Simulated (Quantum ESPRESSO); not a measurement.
# BaFeO3: orders under uniaxial strain

Wanted: the trend of the moments of BaFeO3 with uniaxial strain.

Program: Quantum ESPRESSO 7.5. Level of theory: PBEsol with U = 4.5 eV on Fe d (ortho-atomic projectors); plane waves with GBRV 1.5 PBEsol potentials, no spin-orbit coupling. Results are calculated unless marked as measured.

## Step 1: The starting structure

The structure is cubic, space group Pm-3m (No. 221). The conventional cell has a = 3.952 Å, b = 3.952 Å, c = 3.952 Å, α = 90.00°, β = 90.00°, γ = 90.00°. Nearest to Ba lie 12 O at 2.79 Å. Fe has 6 O at 1.98 Å nearest. Nearest to O lie 2 Fe at 1.98 Å and 4 Ba at 2.79 Å. Farther neighbours and most contacts between anions are not listed.

The cell comes from Materials Project 2023-11-01, a database of computed structures, and need not be the stable phase.

## Step 2: Factor along z 0.94, ferro +

Lengths along Cartesian z scale by the factor. Atoms keep their fractional places. Seeded atoms are those given a starting moment.

The input, pw.in:

```
&CONTROL
  calculation = 'scf'
  prefix = 'pwscf'
  outdir = './tmp'
  pseudo_dir = './pseudo'
  disk_io = 'nowf'
  tprnfor = .true.
  tstress = .true.
/
&SYSTEM
  ibrav = 0
  nat = 5
  ntyp = 3
  ecutwfc = 40
  ecutrho = 280
  nbnd = 33
  occupations = 'smearing'
  smearing = 'fd'
  degauss = 0.00734986
  nspin = 2
  starting_magnetization(1) = 0
  starting_magnetization(2) = 0.25
  starting_magnetization(3) = 0
/
&ELECTRONS
  conv_thr = 1d-08
  electron_maxstep = 150
  mixing_beta = 0.3
/
ATOMIC_SPECIES
Ba    137.3270 ba_pbesol_v1.uspp.F.UPF
Fe     55.8450 fe_pbesol_v1.5.uspp.F.UPF
O      15.9990 o_pbesol_v1.2.uspp.F.UPF
CELL_PARAMETERS angstrom
   3.9515666733    0.0000000000    0.0000000000
   0.0000000000    3.9515666733    0.0000000000
   0.0000000000    0.0000000000    3.7144726729
ATOMIC_POSITIONS crystal
Ba      0.0000000000    0.0000000000    0.0000000000
Fe      0.5000000000    0.5000000000    0.5000000000
O       0.0000000000    0.5000000000    0.5000000000
O       0.5000000000    0.0000000000    0.5000000000
O       0.5000000000    0.5000000000    0.0000000000
K_POINTS automatic
6 6 6 0 0 0
HUBBARD {ortho-atomic}
U Fe-3d 4.5000
```

On the command line:

```
$ OMP_NUM_THREADS=1 mpirun -n 2 pw.x -nk 2 -in pw.in > pw.out
```

What it wrote:

```text
Program PWSCF v.7.5 starts

     Message from routine setup:
     using ibrav=0 with symmetry is DISCOURAGED, use correct ibrav instead

     K-points division:     npool     =       2
     Subspace diagonalization in iterative solution of the eigenvalue problem:

     bravais-lattice index     =            0
     lattice parameter (alat)  =       7.4674  a.u.
     unit-cell volume          =     391.4104 (a.u.)^3
     number of atoms/cell      =            5
     number of atomic types    =            3
     number of electrons       =        44.00
     number of Kohn-Sham states=           33
     kinetic-energy cutoff     =      40.0000  Ry
     charge density cutoff     =     280.0000  Ry
     scf convergence threshold =      1.0E-08
     mixing beta               =       0.3000
     number of iterations used =            8  plain     mixing
     Exchange-correlation= SLA  PW   PSX  PSC
                           (   1   4  10   8   0   0   0)
     Hubbard projectors: ortho-atomic
     Hubbard parameters of DFT+U (Dudarev formulation) in eV:
     U(Fe-3d) =  4.5000

     Internal variables: lda_plus_u =T, lda_plus_u_kind = 0

     Internal variables: orbital_resolved =F, hub_pot_fix =F, apply_U = F

     celldm(1)=   7.467379  celldm(2)=   0.000000  celldm(3)=   0.000000
     celldm(4)=   0.000000  celldm(5)=   0.000000  celldm(6)=   0.000000

     crystal axes: (cart. coord. in units of alat)
               a(1) = (   1.000000   0.000000   0.000000 )
               a(2) = (   0.000000   1.000000   0.000000 )
               a(3) = (   0.000000   0.000000   0.940000 )

     reciprocal axes: (cart. coord. in units 2 pi/alat)
               b(1) = (  1.000000  0.000000  0.000000 )
               b(2) = (  0.000000  1.000000  0.000000 )
               b(3) = (  0.000000  0.000000  1.063830 )

     PseudoPot. # 1 for Ba read from file:
     ba_pbesol_v1.uspp.F.UPF
     Pseudo is Ultrasoft + core correction, Zval = 10.0

     PseudoPot. # 2 for Fe read from file:
     fe_pbesol_v1.5.uspp.F.UPF
     Pseudo is Ultrasoft + core correction, Zval = 16.0

     PseudoPot. # 3 for O  read from file:
     o_pbesol_v1.2.uspp.F.UPF
     Pseudo is Ultrasoft + core correction, Zval =  6.0

     atomic species   valence    mass     pseudopotential
     Ba               10.00   137.32700     Ba( 1.00)
     Fe               16.00    55.84500     Fe( 1.00)
     O                 6.00    15.99900     O ( 1.00)

     Starting magnetic structure
     atomic species   magnetization
     Ba              0.000
     Fe              0.250
     O               0.000

     16 Sym. Ops., with inversion, found

   Cartesian axes

     site n.     atom                  positions (alat units)
         1        Ba     tau(   1) = (   0.0000000   0.0000000   0.0000000  )
         2        Fe     tau(   2) = (   0.5000000   0.5000000   0.4700000  )
         3        O      tau(   3) = (   0.0000000   0.5000000   0.4700000  )
         4        O      tau(   4) = (   0.5000000   0.0000000   0.4700000  )
         5        O      tau(   5) = (   0.5000000   0.5000000   0.0000000  )

     number of k points=    40  Fermi-Dirac smearing, width (Ry)=  0.0073
                       cart. coord. in units 2pi/alat
        k(    1) = (   0.0000000   0.0000000   0.0000000), wk =   0.0046296
        k(    2) = (   0.0000000   0.0000000   0.1773050), wk =   0.0092593
        k(    3) = (   0.0000000   0.0000000   0.3546099), wk =   0.0092593
        k(    4) = (   0.0000000   0.0000000  -0.5319149), wk =   0.0046296
        k(    5) = (   0.0000000   0.1666667   0.0000000), wk =   0.0185185
        [... 35 further k-points ...]

     Dense  grid:    30961 G-vectors     FFT dimensions: (  40,  40,  40)

     Smooth grid:    13393 G-vectors     FFT dimensions: (  32,  32,  30)

     Check: negative core charge=   -0.000020
     Generating pointlists ...
     new r_m :   0.2831 (alat units)  2.1138 (a.u.) for type    1
     new r_m :   0.1939 (alat units)  1.4477 (a.u.) for type    2
     new r_m :   0.1939 (alat units)  1.4477 (a.u.) for type    3

     Initial potential from superposition of free atoms

     starting charge      42.9862, renormalised to      44.0000

     negative rho (up, down):  4.901E-02 4.904E-02

     STARTING HUBBARD OCCUPATIONS:

     =================== HUBBARD OCCUPATIONS ===================
     ------------------------ ATOM    2 ------------------------
     Tr[ns(  2)] (up, down, total) =   5.00000  0.00000  5.00000
     Atomic magnetic moment for atom   2 =   5.00000
     [... lines left out ...]
     Number of occupied Hubbard levels =    5.0000

     Atomic wfc used for Hubbard projectors are orthogonalized

     Starting wfcs are   38 randomized atomic wfcs

     Self-consistent Calculation

     iteration #  1     ecut=    40.00 Ry     beta= 0.30
     Davidson diagonalization with overlap
     ethr =  1.00E-02,  avg # of iterations =  5.5

     =================== HUBBARD OCCUPATIONS ===================
     ------------------------ ATOM    2 ------------------------
     Tr[ns(  2)] (up, down, total) =   4.51095  0.41302  4.92397
     Atomic magnetic moment for atom   2 =   4.09793
     [... lines left out ...]
     Number of occupied Hubbard levels =    4.9240

     negative rho (up, down):  4.725E-02 4.729E-02

     total energy              =    -416.81879216 Ry
     estimated scf accuracy    <       1.20400400 Ry

     total magnetization       =     4.00 Bohr mag/cell
     absolute magnetization    =     4.37 Bohr mag/cell

     iteration #  2     ecut=    40.00 Ry     beta= 0.30
     Davidson diagonalization with overlap
     ethr =  2.74E-03,  avg # of iterations =  2.0

     negative rho (up, down):  4.650E-02 4.655E-02

     total energy              =    -416.98552809 Ry
     estimated scf accuracy    <       0.97169574 Ry

     total magnetization       =     3.88 Bohr mag/cell
     absolute magnetization    =     3.91 Bohr mag/cell

     [... further iterations left out ...]

     iteration # 11     ecut=    40.00 Ry     beta= 0.30
     Davidson diagonalization with overlap
     ethr =  2.48E-10,  avg # of iterations =  2.0

     negative rho (up, down):  4.317E-02 4.324E-02

     total energy              =    -417.14430656 Ry
     estimated scf accuracy    <       0.00000011 Ry

     total magnetization       =     4.06 Bohr mag/cell
     absolute magnetization    =     4.28 Bohr mag/cell

     iteration # 12     ecut=    40.00 Ry     beta= 0.30
     Davidson diagonalization with overlap
     ethr =  2.48E-10,  avg # of iterations =  2.0

     negative rho (up, down):  4.317E-02 4.324E-02

     Magnetic moment per site  (integrated on atomic sphere of radius R)
     atom   1 (R=0.283)  charge=  6.5982  magn=  0.0088
     atom   2 (R=0.194)  charge= 12.6237  magn=  3.4433
     atom   3 (R=0.194)  charge=  5.1000  magn=  0.0459
     atom   4 (R=0.194)  charge=  5.1000  magn=  0.0459
     atom   5 (R=0.194)  charge=  5.1440  magn=  0.0884

     End of self-consistent calculation

     =================== HUBBARD OCCUPATIONS ===================
     ------------------------ ATOM    2 ------------------------
     Tr[ns(  2)] (up, down, total) =   4.76221  0.97313  5.73534
     Atomic magnetic moment for atom   2 =   3.78908
     [... lines left out ...]
     Number of occupied Hubbard levels =    5.7353

     [... lines left out ...]
     the Fermi energy is    11.6412 ev

!    total energy              =    -417.14430662 Ry
     estimated scf accuracy    <          8.3E-09 Ry
     smearing contrib. (-TS)   =      -0.00248236 Ry
     internal energy E=F+TS    =    -417.14182426 Ry

     The total energy is F=E-TS. E is the sum of the following terms:
     one-electron contribution =    -195.13349966 Ry
     hartree contribution      =     124.47740180 Ry
     xc contribution           =     -78.43868014 Ry
     ewald contribution        =    -268.20934749 Ry
     Hubbard energy            =       0.16230123 Ry

     total magnetization       =     4.06 Bohr mag/cell
     absolute magnetization    =     4.28 Bohr mag/cell

     convergence has been achieved in  12 iterations

     negative rho (up, down):  4.317E-02 4.324E-02

     Forces acting on atoms (cartesian axes, Ry/au):

     atom    1 type  1   force =     0.00000000    0.00000000    0.00000000
     atom    2 type  2   force =     0.00000000    0.00000000    0.00000000
     atom    3 type  3   force =     0.00000000    0.00000000    0.00000000
     atom    4 type  3   force =     0.00000000    0.00000000    0.00000000
     atom    5 type  3   force =     0.00000000    0.00000000    0.00000000

     Total force =     0.000000     Total SCF correction =     0.000000

     Computing stress (Cartesian axis) and pressure

     negative rho (up, down):  4.317E-02 4.324E-02
          total   stress  (Ry/bohr**3)                   (kbar)     P=      122.49
   0.00053437   0.00000000   0.00000000           78.61        0.00        0.00
   0.00000000   0.00053437   0.00000000            0.00       78.61        0.00
   0.00000000   0.00000000   0.00142921            0.00        0.00      210.24

=------------------------------------------------------------------------------=
   JOB DONE.
=------------------------------------------------------------------------------=
```

Wall time 56 s (2 MPI ranks of Arm Neoverse V1, shared host); peak memory 0.45 GiB.

Spin moment in the atom's sphere by atom:

| atom | spin moment in the atom's sphere (μB) |
| --- | --- |
| Ba1 | 0.01 |
| Fe2 | 3.44 |
| O3 | 0.05 |
| O4 | 0.05 |
| O5 | 0.09 |

This step gave:

```
smearing term TS       : 0.03377 eV
pressure               : 12.25 GPa
magnetization          : 4.062 μB
absolute magnetization : 4.284 μB
final state            : ferromagnetic
```

## Step 3: Factor along z 0.94, antiferro q=(1/2,1/2,1/2) +-

The wavevector q is in fractions of the reciprocal vectors of the crystal's primitive cell, as the cells of these inputs are built from it; moments change sign between cells as cos(2π q·R).

The input, pw.in:

```
&CONTROL
  calculation = 'scf'
  prefix = 'pwscf'
  outdir = './tmp'
  pseudo_dir = './pseudo'
  disk_io = 'nowf'
  tprnfor = .true.
  tstress = .true.
/
&SYSTEM
  ibrav = 0
  nat = 10
  ntyp = 4
  ecutwfc = 40
  ecutrho = 280
  nbnd = 58
  occupations = 'smearing'
  smearing = 'fd'
  degauss = 0.00734986
  nspin = 2
  starting_magnetization(1) = 0
  starting_magnetization(2) = 0.25
  starting_magnetization(3) = -0.25
  starting_magnetization(4) = 0
/
&ELECTRONS
  conv_thr = 2d-08
  electron_maxstep = 150
  mixing_beta = 0.3
/
ATOMIC_SPECIES
Ba    137.3270 ba_pbesol_v1.uspp.F.UPF
Fe1    55.8450 fe_pbesol_v1.5.uspp.F.UPF
Fe2    55.8450 fe_pbesol_v1.5.uspp.F.UPF
O      15.9990 o_pbesol_v1.2.uspp.F.UPF
CELL_PARAMETERS angstrom
   7.9031333466    0.0000000000    0.0000000000
   3.9515666733    3.9515666733    0.0000000000
   3.9515666733    0.0000000000    3.7144726729
ATOMIC_POSITIONS crystal
Ba      0.0000000000    0.0000000000    0.0000000000
Ba      0.5000000000    0.0000000000    0.0000000000
Fe1     0.7500000000    0.5000000000    0.5000000000
Fe2     0.2500000000    0.5000000000    0.5000000000
O       0.5000000000    0.5000000000    0.5000000000
O       0.0000000000    0.5000000000    0.5000000000
O       0.0000000000    0.0000000000    0.5000000000
O       0.5000000000    0.0000000000    0.5000000000
O       0.0000000000    0.5000000000    0.0000000000
O       0.5000000000    0.5000000000    0.0000000000
K_POINTS automatic
3 6 6 0 0 0
HUBBARD {ortho-atomic}
U Fe1-3d 4.5000
U Fe2-3d 4.5000
```

What it wrote:

```text
     [... lines left out ...]
Program PWSCF v.7.5 starts
     [... lines left out ...]
     number of atoms/cell      =           10
     [... lines left out ...]
     number of electrons       =        88.00
     number of Kohn-Sham states=           58
     kinetic-energy cutoff     =      40.0000  Ry
     charge density cutoff     =     280.0000  Ry
     scf convergence threshold =      2.0E-08
     [... lines left out ...]
     16 Sym. Ops., with inversion, found ( 8 have fractional translation)
     [... lines left out ...]
     number of k points=    20  Fermi-Dirac smearing, width (Ry)=  0.0073
     [... lines left out ...]
     iteration # 14     ecut=    40.00 Ry     beta= 0.30
     [... lines left out ...]
     Magnetic moment per site  (integrated on atomic sphere of radius R)
     atom   1 (R=0.142)  charge=  6.5949  magn= -0.0000
     atom   2 (R=0.142)  charge=  6.5949  magn= -0.0000
     atom   3 (R=0.097)  charge= 12.6557  magn=  3.3779
     atom   4 (R=0.097)  charge= 12.6557  magn= -3.3779
     atom   5 (R=0.097)  charge=  5.0963  magn=  0.0000
     atom   6 (R=0.097)  charge=  5.0963  magn=  0.0000
     atom   7 (R=0.097)  charge=  5.0962  magn=  0.0000
     atom   8 (R=0.097)  charge=  5.0962  magn=  0.0000
     atom   9 (R=0.097)  charge=  5.1338  magn= -0.0000
     atom  10 (R=0.097)  charge=  5.1338  magn= -0.0000
     [... lines left out ...]
     Tr[ns(  3)] (up, down, total) =   4.75541  1.02709  5.78250
     [... lines left out ...]
     Tr[ns(  4)] (up, down, total) =   1.02710  4.75540  5.78250
     [... lines left out ...]
     the Fermi energy is    11.4927 ev
!    total energy              =    -834.25106673 Ry
     estimated scf accuracy    <          7.3E-09 Ry
     smearing contrib. (-TS)   =      -0.00926512 Ry
     [... lines left out ...]
     total magnetization       =     0.00 Bohr mag/cell
     absolute magnetization    =     7.72 Bohr mag/cell
     convergence has been achieved in  14 iterations
     [... lines left out ...]
     Total force =     0.000000     Total SCF correction =     0.000008
     [... lines left out ...]
          total   stress  (Ry/bohr**3)                   (kbar)     P=      134.64
     [... lines left out ...]
```

Run time: 3.5 min. Hardware: 2 MPI ranks; peak memory 0.74 GiB.

Spin moment in the atom's sphere by atom:

| atom | spin moment in the atom's sphere (μB) |
| --- | --- |
| Ba1 | 0.00 |
| Ba2 | 0.00 |
| Fe3 | 3.38 |
| Fe4 | -3.38 |
| O5 | 0.00 |
| O6 | 0.00 |
| O7 | 0.00 |
| O8 | 0.00 |
| O9 | 0.00 |
| O10 | 0.00 |

This step gave:

```
smearing term TS       : 0.1261 eV
pressure               : 13.46 GPa
magnetization          : 0 μB
absolute magnetization : 7.723 μB
final state            : antiferromagnetic
```

[end of part 1 of 2]

[Logs and program files are shortened in this print: banners, set-up blocks, solver, clock and traceback lines can be left out without a mark of their own.]

[Logs are printed without paths, hosts, clocks, repeated set-up lines and the standing remarks that a program may print on its own settings, such as how far it seeks lower states.]

[Hosts, paths, dates, database ids (printed as entryN), source tags and the programs' standing remarks are cut or masked in the printed files.]

[Where a cell is said to come from a database of computed structures, the database is the Materials Project.]
